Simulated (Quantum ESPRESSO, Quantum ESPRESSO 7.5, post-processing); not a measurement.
**Mo(100), 5 layers against a metal electrode: a series in the charge of the slab**

Wanted: a table for Mo(100), 5 layers against a metal electrode against the charge of the slab, and what can be fitted to it.

Calculated with Quantum ESPRESSO 7.5; plane-wave DFT, PBE, GBRV ultrasoft pseudopotentials.

Most raw output is cut from this account.

### Step 1. The starting structure

Symmetry: Im-3m, No. 229, cubic system. Conventional cell: a = 3.150 Å, b = 3.150 Å, c = 3.150 Å, α = 90.00°, β = 90.00°, γ = 90.00°. Nearest to Mo lie 8 Mo at 2.73 Å.

Set-up: The slab is relaxed neutral, then held. ESM with bc3: vacuum below and a metal electrode about 6 Å above the top atoms. Cold smearing of 0.02 Ry. Charges are set per cell from the starting area. The slabs take the lattice constants of the bulk relaxed by the same program.

Members 2, 3, 4.5, 6, 7 and 8 took the same steps and show in the table alone.

### Step 2. Relaxing cell and ions of the reference

The bulk crystal is relaxed in cell and atoms; the members are built on its lattice constants.

The input, ref.vc.in:

```
&control
  prefix = 'ref.vc'
  outdir = './out'
  pseudo_dir = './pseudo'
  nstep = 40
  forc_conv_thr = 0.0003
  calculation = 'vc-relax'
/
&system
  ibrav = 0
  nat = 1
  ntyp = 1
  ecutwfc = 50
  ecutrho = 250
  occupations = 'smearing'
  smearing = 'mv'
  degauss = 0.02
/
&electrons
  conv_thr = 1e-09
  mixing_beta = 0.4
  electron_maxstep = 120
/
&ions
/
&cell
  press_conv_thr = 0.3
/
ATOMIC_SPECIES
  Mo  95.9500  mo_pbe_v1.uspp.F.UPF
CELL_PARAMETERS angstrom
  -1.57500000000000 1.57500000000000 1.57500000000000
  1.57500000000000 -1.57500000000000 1.57500000000000
  1.57500000000000 1.57500000000000 -1.57500000000000
ATOMIC_POSITIONS crystal
  Mo  0.000000000000 0.000000000000 0.000000000000
K_POINTS automatic
  18 18 18 0 0 0
```

Started as:

```console
$ OMP_NUM_THREADS=1 mpirun -n 4 pw.x -nk 4 -in ref.vc.in > ref.vc.out
```

Wall time 15 s (4 MPI ranks of Arm Neoverse V2, shared host); peak memory 0.23 GiB.

The steps of the relaxation:

```
step  energy less that of the first step (eV)  largest force (eV/Å)  volume (Å³)
   1                                   0.0000                0.0000        15.63
   2                                  -0.0007                0.0000        15.80
   3                                  -0.0009                0.0000        15.76
   4                                  -0.0011                0.0000        15.76
```

```
conventional cell, symmetrised  before  after  change
                         a (Å)   3.150  3.159  +0.3 %
                         b (Å)   3.150  3.159  +0.3 %
                         c (Å)   3.150  3.159  +0.3 %
              volume (Å³/atom)   15.63  15.76  +0.8 %
```

Final coordinates:

```
Mo
1.0
    -1.57929    1.57929    1.57929
     1.57929   -1.57929    1.57929
     1.57929    1.57929   -1.57929
Mo
1
Cartesian
  0.0000 0.0000 0.0000
```

 The last row is no step: it is a fresh SCF in the final cell with a new plane-wave basis, -0 meV from the row before.

Read from the output:

```
free energy  : -1895.8140 eV
Fermi energy : 21.20 eV
```

### Step 3. Relaxation with pw.x of the reference

What the set-up leaves free in this member is relaxed.

System of this step: Mo(100), 5 layers. The cell holds 5 atoms: 5 Mo. Cell: a = 3.159 Å, b = 3.159 Å, c = 21.358 Å, α = 90.0°, β = 90.0°, γ = 90.0°. It derives from Mo. Vacuum lies along c.

The input, ref.relax.in:

```
&control
  prefix = 'ref.relax'
  outdir = './out'
  pseudo_dir = './pseudo'
  nstep = 40
  forc_conv_thr = 0.001
  calculation = 'relax'
/
&system
  ibrav = 0
  nat = 5
  ntyp = 1
  ecutwfc = 40
  ecutrho = 200
  occupations = 'smearing'
  smearing = 'mv'
  degauss = 0.02
/
&electrons
  conv_thr = 1e-08
  mixing_beta = 0.4
  electron_maxstep = 120
  mixing_mode = 'local-TF'
/
&ions
/
ATOMIC_SPECIES
  Mo  95.9500  mo_pbe_v1.uspp.F.UPF
CELL_PARAMETERS angstrom
  3.15857702800000 0.00000000000000 0.00000000000000
  0.00000000000000 3.15857702800000 0.00000000000000
  0.00000000000000 0.00000000000000 21.35799704647620
ATOMIC_POSITIONS crystal
  Mo  0.000000000000 0.000000000000 0.352112676056
  Mo  0.500000000000 0.500000000000 0.426056338028
  Mo  0.000000000000 0.000000000000 0.500000000000 0 0 0
  Mo  0.500000000000 0.500000000000 0.573943661972
  Mo  0.000000000000 0.000000000000 0.647887323944
K_POINTS automatic
  10 10 1 0 0 0
```

Started as:

```console
$ OMP_NUM_THREADS=1 mpirun -n 4 pw.x -nk 4 -in ref.relax.in > ref.relax.out
```

Run time: 5.2 min. Hardware: 4 MPI ranks; peak memory 0.63 GiB; 21 min of CPU time.

Step by step:

```
step  energy less that of the first step (eV)  largest force (eV/Å)
   1                                   0.0000                1.3740
   2                                  -0.1177                1.0738
   3                                  -0.1958                0.7398
   4                                  -0.2393                0.3253
   5                                  -0.2450                0.3152
   6                                  -0.2518                0.2510
   7                                  -0.2592                0.1269
   8                                  -0.2617                0.0106
   9                                  -0.2617                0.0005
```

The atoms that moved most (Å):

```
atom     dx     dy      dz  length
 Mo5  0.000  0.000  -0.153   0.153
 Mo1  0.000  0.000   0.153   0.153
 Mo4  0.000  0.000   0.029   0.029
 Mo2  0.000  0.000  -0.029   0.029
```

The relaxation lowers the energy by 52 meV an atom. On the free atoms the largest force ends at 0.001 eV/Å.

Read from the output:

- free energy: -9474.8787 eV
- Fermi energy: 5.425 eV

### Step 4. Self-consistent run, 0 ×10¹³ e/cm²

A run under open boundaries on these atoms gives the vacuum levels.

The input, m2.esm.in:

```
&control
  prefix = 'm2.esm'
  outdir = './out'
  pseudo_dir = './pseudo'
  calculation = 'scf'
  tprnfor = .true.
/
&system
  ibrav = 0
  nat = 5
  ntyp = 1
  ecutwfc = 40
  ecutrho = 200
  occupations = 'smearing'
  smearing = 'mv'
  degauss = 0.02
  assume_isolated = 'esm'
  esm_bc = 'bc3'
  tot_charge = 0.0
/
&electrons
  conv_thr = 1e-08
  mixing_beta = 0.25
  electron_maxstep = 160
  mixing_mode = 'local-TF'
  mixing_ndim = 12
/
ATOMIC_SPECIES
  Mo  95.9500  mo_pbe_v1.uspp.F.UPF
CELL_PARAMETERS angstrom
  3.15857702800000 0.00000000000000 0.00000000000000
  0.00000000000000 3.15857702800000 0.00000000000000
  0.00000000000000 0.00000000000000 21.35799704647620
ATOMIC_POSITIONS crystal
  Mo  0.000000000000 0.000000000000 -0.070508005923
  Mo  0.500000000000 0.500000000000 -0.005051470323
  Mo  0.000000000000 0.000000000000 0.070231304777
  Mo  0.500000000000 0.500000000000 0.145514079877
  Mo  0.000000000000 0.000000000000 0.210970615477
K_POINTS automatic
  10 10 1 0 0 0
```

Started as:

```console
$ OMP_NUM_THREADS=1 mpirun -n 4 pw.x -nk 4 -in m2.esm.in > m2.esm.out
```

Wall time 2.2 min (4 MPI ranks); peak memory 0.55 GiB.

Read from the output:

| Property | Result |
| --- | --- |
| Fermi energy | -3.930 eV |
| vacuum line at the lower end of the cell, over the Fermi level | 3.928 eV |
| slope of the potential above | 6.02e-4 eV/Å |
| vacuum line at the upper end of the cell, over the Fermi level | 3.930 eV |

The potential energy, planar mean oscillates, so the rows of the table below give means over windows of 1.45 Å about each position, cut where the curve ends. Its maxima inside the range that stand out by 2 % of the span (Å: eV): -0.8: -11.9, 0.7: -7.88, 2.3: -7.89, 3.8: -11.9. Its minima: -1.4: -23.6, -0.1: -24.2, 1.4: -23.7, 3.1: -24.2, 4.5: -23.7.

Electrostatic potential energy of an electron; zero at the Fermi level. Table of potential energy, planar mean by z; means over each step:

z (Å), potential energy, planar mean (eV) and a bar from the least value:
```
    -9.96        3.9 ##############################
    -8.51        3.9 ##############################
    -7.06        3.9 ##############################
    -5.61        3.9 ##############################
    -4.16        3.7 ##############################
    -2.71       -0.3 ########################
    -1.26      -17.5 
     0.19      -16.3 ##
     1.64      -16.5 #
     3.09      -17.2 
     4.54      -16.2 ##
     5.99        1.8 ###########################
     7.44        3.8 ##############################
     8.89        3.9 ##############################
    10.34        3.9 ##############################
```

Inside the slab this potential holds the local part of the pseudopotentials, which can be repulsive at the nuclei; only its value in the vacuum has a meaning of its own.

### Step 5. Ground state, 1 ×10¹³ e/cm²

m3.esm.in, as its differences from the input of step 4:

```diff
@@ -1,3 +1,3 @@
 &control
-  prefix = 'm2.esm'
+  prefix = 'm3.esm'
   outdir = './out'
@@ -18,3 +18,3 @@
   esm_bc = 'bc3'
-  tot_charge = 0.0
+  tot_charge = 0.00992
 /
@@ -26,2 +26,3 @@
   mixing_ndim = 12
+  startingpot = 'file'
 /
```

Started as:

```console
$ cp -r out/m2.esm.save out/m3.esm.save
$ OMP_NUM_THREADS=1 mpirun -n 4 pw.x -nk 4 -in m3.esm.in > m3.esm.out
```

Elapsed: 86 s, on 4 MPI ranks; peak memory 0.62 GiB; 5.7 min of CPU time.

This step gave:

* Fermi energy: -4.650 eV
* vacuum line at the lower end of the cell, over the Fermi level: 3.931 eV
* slope of the potential above: 0.1802 eV/Å
* vacuum line at the upper end of the cell, over the Fermi level: 4.650 eV

Inside the slab this potential holds the local part of the pseudopotentials, which can be repulsive at the nuclei; only its value in the vacuum has a meaning of its own.

### Step 6. SCF with pw.x, -1.5 ×10¹³ e/cm²

m1.esm.in, as its differences from the input of step 5:

```diff
@@ -1,3 +1,3 @@
 &control
-  prefix = 'm3.esm'
+  prefix = 'm1.esm'
   outdir = './out'
@@ -18,3 +18,3 @@
   esm_bc = 'bc3'
-  tot_charge = 0.00992
+  tot_charge = -0.01488
 /
```

Started as:

```console
$ cp -r out/m2.esm.save out/m1.esm.save
$ OMP_NUM_THREADS=1 mpirun -n 4 pw.x -nk 4 -in m1.esm.in > m1.esm.out
```

Elapsed: 2.5 min, on 4 MPI ranks; peak memory 0.61 GiB; 10 min of CPU time.

Read from the output:

```
Fermi energy                                                   : -2.881 eV
vacuum line at the lower end of the cell, over the Fermi level : 3.938 eV
slope of the potential above                                   : -0.2685 eV/Å
vacuum line at the upper end of the cell, over the Fermi level : 2.882 eV
```

Inside the slab this potential holds the local part of the pseudopotentials, which can be repulsive at the nuclei; only its value in the vacuum has a meaning of its own.

### Step 7. SCF with pw.x, -3 ×10¹³ e/cm²

m0.esm.in, as its differences from the input of step 6:

```diff
@@ -1,3 +1,3 @@
 &control
-  prefix = 'm1.esm'
+  prefix = 'm0.esm'
   outdir = './out'
@@ -18,3 +18,3 @@
   esm_bc = 'bc3'
-  tot_charge = -0.01488
+  tot_charge = -0.02977
 /
```

Started as:

```console
$ cp -r out/m1.esm.save out/m0.esm.save
$ OMP_NUM_THREADS=1 mpirun -n 4 pw.x -nk 4 -in m0.esm.in > m0.esm.out
```

Wall time 1.9 min (4 MPI ranks); peak memory 0.5 GiB; 7.4 min of CPU time.

Read from the output:

```
Fermi energy                                                   : -1.881 eV
slope of the potential above                                   : -0.5370 eV/Å
vacuum line at the upper end of the cell, over the Fermi level : 1.882 eV
```

Inside the slab this potential holds the local part of the pseudopotentials, which can be repulsive at the nuclei; only its value in the vacuum has a meaning of its own.

### Step 8. The series side by side

The series in one table:

```
the charge of the slab (positive: electrons removed)  electrode's level over the Fermi level (eV)  far face's level over the Fermi level (eV)  field in the gap (eV/Å)
                                      -3 ×10¹³ e/cm²                                        1.882                                       3.938                   -0.537
                                    -1.5 ×10¹³ e/cm²                                        2.882                                       3.938                  -0.2685
                                       0 ×10¹³ e/cm²                                         3.93                                       3.928                 0.000602
                                       1 ×10¹³ e/cm²                                         4.65                                       3.931                   0.1802
                                       2 ×10¹³ e/cm²                                        5.385                                       3.931                   0.3599
                                       3 ×10¹³ e/cm²                                        6.135                                       3.932                   0.5399
                                     4.5 ×10¹³ e/cm²                                        7.285                                       3.927                   0.8096
                                       6 ×10¹³ e/cm²                                        8.464                                       3.934                     1.08
                                       7 ×10¹³ e/cm²                                        9.262                                        3.93                    1.259
                                       8 ×10¹³ e/cm²                                        10.07                                        3.93                    1.439
```

### Step 9. A check by hand

Last interval: C = Δσ/ΔV = 0.00099 e/Å² / 0.809 V × 1602 = 1.97 µF/cm².

### Step 10. What came out

| Quantity | Value |
| --- | --- |
| mean capacitance at positive charge | 2.08 μF/cm² |
| effective gap ε₀/C | 4.25 Å |
| top atoms to electrode | 6.17 Å |

In words: The series holds 10 members; mean capacitance at positive charge: 2.08 μF/cm²; effective gap ε₀/C: 4.25 Å; top atoms to electrode: 6.17 Å (PBE, GBRV ultrasoft). Interval by interval C lies between 1.97 and 2.39 µF/cm². The far face's level moves by 0.01 eV over the series: the slab screens like a metal, and averaged over the positive charges the image plane lies 1.92 Å above the top atoms. Vacuum fills the gap; ions don't answer the charge; added electrons can spill towards the electrode at the most negative charges.

[Logs are printed without paths, hosts, clocks, repeated set-up lines and the standing remarks that a program may print on its own settings, such as how far it seeks lower states.]

[Hosts, paths, dates, database ids (printed as entryN), source tags and the programs' standing remarks are cut or masked in the printed files.]

[Maps of the electrostatic potential energy from Ansatz leave out the sawtooth potential of an applied field or a dipole correction, so their vacuum need not be flat; planar profiles and work functions include it.]
